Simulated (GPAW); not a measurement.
# A Sn chain with an H atom bridging one bond: relaxation, then transmission at several levels, part 2 of 2

Aim: the conductance of a Sn chain with an H atom bridging one bond after relaxation, and whether geometry, basis or functional moves it most.

GPAW 26.7.0; GPAW LCAO, PAW setups; relaxation of the junction within the symmetry of its start, lead ends held (the session's first sound run).

So far, transmission at the Fermi level (one spin): step 3 (GPAW, dzp) 1.92; step 4 (basis szp(dzp)) 1.92; step 5 (basis sz(dzp)) 1.90. Also open channels of the lead at the Fermi level (one spin): step 4 3.

## 6. revPBE in the dzp basis: xc = "revPBE"

Level of this step: GPAW LCAO, PAW setups; Landauer transmission from Green's functions with principal layers (ASE), zero bias (GPAW).

Back in the dzp basis, the functional changes from PBE to revPBE, to set the spread between functionals beside that between bases.

run.py reads:

```python
import json
import numpy as np
from ase import Atoms
from ase.transport.calculators import TransportCalculator
from gpaw import GPAW, FermiDirac
from gpaw.lcao.tools import get_lcao_hamiltonian
from scipy.linalg import eigh

# The junction with lead layers at both ends, along the third cell vector
device = Atoms(
    ['Sn', 'Sn', 'Sn', 'Sn', 'Sn', 'Sn', 'H', 'Sn', 'Sn', 'Sn', 'Sn', 'Sn', 'Sn'],
    positions=[
        [4.50000, 4.50000, 1.37500],
        [4.50000, 4.50000, 4.12500],
        [4.50000, 4.50000, 6.87500],
        [4.50000, 4.50000, 9.62500],
        [4.50000, 4.50000, 12.37500],
        [3.23664, 4.50000, 15.19417],
        [4.68533, 4.50000, 16.60000],
        [3.23664, 4.50000, 18.00583],
        [4.50000, 4.50000, 20.82500],
        [4.50000, 4.50000, 23.57500],
        [4.50000, 4.50000, 26.32500],
        [4.50000, 4.50000, 29.07500],
        [4.50000, 4.50000, 31.82500]],
    cell=[[9.0, 0.0, 0.0], [0.0, 9.0, 0.0], [0.0, 0.0, 33.2]],
    pbc=True)

# One principal layer of the lead: the first 3 atoms of the device
lead = Atoms(
    ['Sn', 'Sn', 'Sn'],
    positions=[
        [4.50000, 4.50000, 1.37500],
        [4.50000, 4.50000, 4.12500],
        [4.50000, 4.50000, 6.87500]],
    cell=[[9.0, 0.0, 0.0], [0.0, 9.0, 0.0], [0.0, 0.0, 8.25]],
    pbc=True)

settings = dict(mode='lcao', basis='dzp', xc='revPBE', h=0.2,
                occupations=FermiDirac(0.1), maxiter=250,
                mixer=dict(beta=0.1, nmaxold=8, weight=100.0),
                convergence=dict(density=0.0001))
energies = np.arange(-2, 2 + 1e-9, 0.025)
eta = 0.0001
n1, n2 = 1, 1
# k and -k transmit alike, so half of the mesh across the current serves
mesh = [(i, j) for i in range(n1) for j in range(n2) if (i, j) <= (-i % n1, -j % n2)]
weights = np.array([1 if (i, j) == (-i % n1, -j % n2) else 2 for i, j in mesh]) / (n1 * n2)

# [... helper functions left out ...]
fermi_lead = ground_state(lead, (1, 1, 14), 'lead.txt')
fermi_device = ground_state(device, (1, 1, 3), 'device.txt')
# [... loop over the mesh left out, but for ...]
        # Shift the lead onto the potential of the device's first layer
        shift = ((H[:, 0, 0] - H0[:, 0, 0]) / S0[0, 0]).real.mean()
# [...]
kT = 8.617333e-5 * 300
bias = [0.1, 0.2, 0.5, 1.0, 1.5, 2.0]
# [... integrals and printing left out ...]
```

Launch:

```console
> OMP_NUM_THREADS=1 OPENBLAS_NUM_THREADS=1 python run.py
```

The program printed:

```text
basis functions: device 281, principal layer 69
Fermi level: lead -2.8676 eV, device -2.7924 eV; lead shifted by 0.0018 eV
largest coupling past the next layer 3.82e-07 eV, largest misfit of the first layer 0.049 eV
  E-E_F (eV)   T (one spin)  [channel counts left out]
    -2.000    5.1038e-01
    -1.975    5.2267e-01
    -1.950    5.3472e-01
[...]
1.975    2.2574e+00
     2.000    2.2196e+00
conductance at 300 K: 1.9109 G0 a cell; thermopower 0.4113 uV/K
current from the zero-bias T(E) at 0.1 V: 14.801 uA
current from the zero-bias T(E) at 0.2 V: 29.579 uA
current from the zero-bias T(E) at 0.5 V: 73.616 uA
current from the zero-bias T(E) at 1.0 V: 146.66 uA
current from the zero-bias T(E) at 1.5 V: 216.43 uA
current from the zero-bias T(E) at 2.0 V: 274.65 uA
```

The job ended after 76 s (1 thread of Arm Neoverse V1, shared host; peak memory 1.1 GiB).

Numbers from this step:

| Quantity | Value |
| --- | --- |
| conductance | 1.911 G₀ |
| largest coupling past the next principal layer | 3.82e-7 eV |
| largest misfit of the first principal layer | 0.04857 eV |
| shift that aligns the lead | 0.001824 eV |
| basis functions of the junction | 281 |
| basis functions of a principal layer | 69 |
| transmission at the Fermi level (one spin) | 1.912 |

One spin. The transmission, zone mean by energy, zero at the Fermi level:

| energy (eV) | transmission, zone mean |
| --- | --- |
| -2.000 | 0.510 |
| -1.800 | 0.603 |
| -1.600 | 0.688 |
| -1.400 | 0.768 |
| -1.200 | 0.847 |
| -1.000 | 0.924 |
| -0.800 | 1.03 |
| -0.600 | 1.96 |
| -0.525 | 2.02 |
| -0.400 | 1.96 |
| -0.200 | 1.92 |
| 0.000 | 1.91 |
| 0.200 | 1.87 |
| 0.400 | 1.80 |
| 0.600 | 1.80 |
| 0.800 | 1.90 |
| 1.000 | 2.13 |
| 1.200 | 2.45 |
| 1.400 | 2.71 |
| 1.475 | 2.75 |
| 1.600 | 2.71 |
| 1.800 | 2.51 |
| 2.000 | 2.22 |

The conductance, 1.91 G₀, lies 0.6 % below that of the dzp run.

## 7. Without the relaxation: geometry = "as built"

The dzp basis with PBE on the structure as first built shows what the relaxation was worth.

run.py, as its differences from that of step 6:

```diff
@@ -17,5 +17,5 @@
         [4.50000, 4.50000, 12.37500],
-        [3.23664, 4.50000, 15.19417],
-        [4.68533, 4.50000, 16.60000],
-        [3.23664, 4.50000, 18.00583],
+        [4.50000, 4.50000, 15.12500],
+        [5.15378, 4.50000, 16.60000],
+        [4.50000, 4.50000, 18.07500],
         [4.50000, 4.50000, 20.82500],
@@ -38,3 +38,3 @@
 
-settings = dict(mode='lcao', basis='dzp', xc='revPBE', h=0.2,
+settings = dict(mode='lcao', basis='dzp', xc='PBE', h=0.2,
                 occupations=FermiDirac(0.1), maxiter=250,
```

The program printed:

```text
basis functions: device 281, principal layer 69
Fermi level: lead -2.9469 eV, device -2.9342 eV; lead shifted by 0.0011 eV
largest coupling past the next layer 3.84e-07 eV, largest misfit of the first layer 0.013 eV
  E-E_F (eV)   T (one spin)  [channel counts left out]
    -2.000    5.0513e-01
    -1.975    5.0525e-01
    -1.950    5.0485e-01
[...]
1.975    2.8939e+00
     2.000    2.8929e+00
conductance at 300 K: 2.7369 G0 a cell; thermopower -0.4931 uV/K
current from the zero-bias T(E) at 0.1 V: 21.203 uA
current from the zero-bias T(E) at 0.2 V: 42.391 uA
current from the zero-bias T(E) at 0.5 V: 105.73 uA
current from the zero-bias T(E) at 1.0 V: 209.7 uA
current from the zero-bias T(E) at 1.5 V: 308.88 uA
current from the zero-bias T(E) at 2.0 V: 381.67 uA
```

Run time: 76 s. Hardware: 1 thread; peak memory 1.1 GiB.

This step gave:

```yaml
conductance: 2.737 G₀
largest_coupling_past_the_next_principal_layer: 3.84e-7 eV
largest_misfit_of_the_first_principal_layer: 0.01280 eV
shift_that_aligns_the_lead: 0.001143 eV
transmission_at_the_fermi_level_one_spin: 2.738
```

The conductance, 2.74 G₀, lies 42 % above that of the dzp run.

## 8. Cost and result by level

Times are for 1 thread of Arm Neoverse V1, shared host. The runs compared:

| no. | run | conductance (G₀) | time | memory (GiB) |
| --- | --- | --- | --- | --- |
| 1 | dzp | 1.922 | 84 s | 1.1 |
| 2 | szp | 1.914 | 68 s | 1.1 |
| 3 | sz | 1.896 | 38 s | 1 |
| 4 | dzp revPBE | 1.911 | 76 s | 1.1 |
| 5 | asbuilt | 2.737 | 76 s | 1.1 |

## 9. Comparison

The curves are compared point by point over the common energies.

This step: comparison of transmission and cost over codes, levels and geometry (GPAW 26.7.0).

Ladder, by row:

| step | code | T at the Fermi level (sum over the listed spins) | conductance (G0) | r.m.s. T(E) from the first | wall time (s) | peak memory (GiB) | threads |
| --- | --- | --- | --- | --- | --- | --- | --- |
| dzp | GPAW | 1.923 | 1.922 | 0 | 84.2 | 1.11 | 1 |
| szp | GPAW | 1.916 | 1.914 | 0.02144 | 68.45 | 1.08 | 1 |
| sz | GPAW | 1.897 | 1.896 | 0.07195 | 37.5 | 1 | 1 |
| dzp-revPBE | GPAW | 1.912 | 1.911 | 0.01244 | 76.35 | 1.11 | 1 |
| asbuilt | GPAW | 2.738 | 2.737 | 0.6322 | 76.25 | 1.11 | 1 |

Table of transmission, zone mean, sum over the listed spins by energy, zero at the Fermi level:

| energy (eV) | dzp | szp | sz | dzp-revPBE | asbuilt |
| --- | --- | --- | --- | --- | --- |
| -2.0000 | 0.508 | 0.534 | 0.596 | 0.510 | 0.505 |
| -1.7500 | 0.625 | 0.657 | 0.699 | 0.625 | 0.482 |
| -1.5000 | 0.730 | 0.761 | 0.791 | 0.728 | 0.386 |
| -1.2500 | 0.830 | 0.856 | 0.877 | 0.828 | 0.143 |
| -1.0000 | 0.925 | 0.941 | 0.956 | 0.924 | 0.222 |
| -0.7500 | 1.28 | 1.21 | 1.57 | 1.28 | 2.06 |
| -0.5000 | 2.02 | 2.02 | 1.99 | 2.01 | 2.51 |
| -0.2500 | 1.93 | 1.92 | 1.89 | 1.92 | 2.66 |
| 0.0000 | 1.92 | 1.92 | 1.90 | 1.91 | 2.74 |
| 0.2500 | 1.86 | 1.85 | 1.85 | 1.85 | 2.77 |
| 0.5000 | 1.81 | 1.80 | 1.79 | 1.79 | 2.79 |
| 0.7500 | 1.89 | 1.88 | 1.84 | 1.87 | 2.82 |
| 1.0000 | 2.16 | 2.15 | 2.08 | 2.13 | 2.85 |
| 1.2500 | 2.56 | 2.55 | 2.49 | 2.53 | 2.87 |
| 1.5000 | 2.75 | 2.73 | 2.76 | 2.75 | 2.89 |
| 1.5500 | 2.74 | 2.72 | 2.77 | 2.74 | 2.89 |
| 1.7500 | 2.57 | 2.55 | 2.63 | 2.57 | 2.90 |
| 2.0000 | 2.22 | 2.20 | 2.26 | 2.22 | 2.89 |

## 10. Grid spacing 0.3, mixing 0.15, mixing history 3

The real-space grid carries density and potential; a coarse one breaks translation symmetry along the lead and scatters electrons that should pass. Mixing changes the road to self-consistency, not its end. The mixing history changes the road to self-consistency, not its end.

This step: GPAW LCAO, PAW setups; Landauer transmission from Green's functions with principal layers (ASE), zero bias (GPAW 26.7.0).

run.py, as its differences from that of step 7:

```diff
@@ -17,5 +17,5 @@
         [4.50000, 4.50000, 12.37500],
-        [4.50000, 4.50000, 15.12500],
-        [5.15378, 4.50000, 16.60000],
-        [4.50000, 4.50000, 18.07500],
+        [3.23664, 4.50000, 15.19417],
+        [4.68533, 4.50000, 16.60000],
+        [3.23664, 4.50000, 18.00583],
         [4.50000, 4.50000, 20.82500],
@@ -38,5 +38,5 @@
 
-settings = dict(mode='lcao', basis='dzp', xc='PBE', h=0.2,
+settings = dict(mode='lcao', basis='dzp', xc='PBE', h=0.3,
                 occupations=FermiDirac(0.1), maxiter=250,
-                mixer=dict(beta=0.1, nmaxold=8, weight=100.0),
+                mixer=dict(beta=0.15, nmaxold=3, weight=100.0),
                 convergence=dict(density=0.0001))
```

The program printed:

```text
basis functions: device 281, principal layer 69
Fermi level: lead -2.9484 eV, device -2.8742 eV; lead shifted by -0.0031 eV
largest coupling past the next layer 3.84e-07 eV, largest misfit of the first layer 0.044 eV
  E-E_F (eV)   T (one spin)  [channel counts left out]
    -2.000    5.0210e-01
    -1.975    5.1486e-01
    -1.950    5.2735e-01
    -1.925    5.3959e-01
    -1.900    5.5162e-01
    -1.875    5.6344e-01
    -1.850    5.7508e-01
    -1.825    5.8656e-01
    -1.800    5.9788e-01
    -1.775    6.0907e-01
    -1.750    6.2013e-01
    -1.725    6.3108e-01
    -1.700    6.4193e-01
    -1.675    6.5268e-01
    -1.650    6.6336e-01
    -1.625    6.7395e-01
[...]
1.825    2.4760e+00
     1.850    2.4418e+00
     1.875    2.4067e+00
     1.900    2.3708e+00
     1.925    2.3344e+00
     1.950    2.2975e+00
     1.975    2.2603e+00
     2.000    2.2230e+00
conductance at 300 K: 1.9217 G0 a cell; thermopower 0.3385 uV/K
current from the zero-bias T(E) at 0.1 V: 14.885 uA
current from the zero-bias T(E) at 0.2 V: 29.746 uA
current from the zero-bias T(E) at 0.5 V: 74.032 uA
current from the zero-bias T(E) at 1.0 V: 147.5 uA
current from the zero-bias T(E) at 1.5 V: 217.22 uA
current from the zero-bias T(E) at 2.0 V: 275.71 uA
```

Run time: 44 s. Hardware: 1 thread; peak memory 0.42 GiB.

The run finished with changed settings (h = 0.3, beta = 0.15 and nmaxold = 3); it serves as a test.

The two runs compared:

| quantity | this run | sound run | difference |
| --- | --- | --- | --- |
| conductance (G₀) | 1.9217 | 1.9217 | -2.9e-5 |
| largest coupling past the next principal layer (eV) | 3.841e-7 | 3.838e-7 | 2.8e-10 |
| largest misfit of the first principal layer (eV) | 0.043832 | 0.047592 | -0.00376 |
| shift that aligns the lead (eV) | -0.0031249 | 0.0018660 | -0.00499 |
| transmission at the Fermi level (one spin) | 1.9232 | 1.9233 | -2.8e-5 |

## 11. Results

```json
{"conductance": "1.92 G₀", "transmission at the Fermi level, mean of the spins": "1.92", "thermopower": "about 0 (under 1.5 μV/K)"}
```

What this shows: In the dzp basis the junction conducts 1.92 G₀ at 300 K, with T = 1.92 a spin at the Fermi level; the sz basis reaches that conductance within 10 %. Relaxation moved atoms by up to 1.3 Å and took the conductance from 2.74 to 1.92 G₀, as a ratio a larger change than the step from dzp to the minimal basis. At the Fermi level the three most open eigenchannels pass 0.99, 0.82 and 0.11. Measured against the first run (dzp), the nearest curve is that of dzp-revPBE (r.m.s. 0.012) and the farthest that of asbuilt (0.63). Over the compared runs wall time goes from 38 s (sz) to 84 s (dzp), on a shared host. The leads kept an estimated spacing and the cell its length, so the junction may be under some tension or compression. The geometry comes from the orbital basis, which tends to overbind, and kept the symmetry of the start, so a structure of lower symmetry may lie lower. The run had no spin polarisation, so a magnetic state, which chains and small molecules with open shells often have, wasn't tested. Spin-orbit coupling is left out, which matters for the heavy atoms here. An evenly spaced straight chain is an idealisation: free chains tend to dimerise, zigzag or, where a band edge lies near the Fermi level, turn magnetic. The currents use the zero-bias T(E) throughout, which holds only while the bias is small against the distance to the nearest feature.

[Logs are printed without paths, hosts, clocks, repeated set-up lines and the standing remarks that a program may print on its own settings, such as how far it seeks lower states.]

[Hosts, paths, dates, database ids (printed as entryN), source tags and the programs' standing remarks are cut or masked in the printed files.]
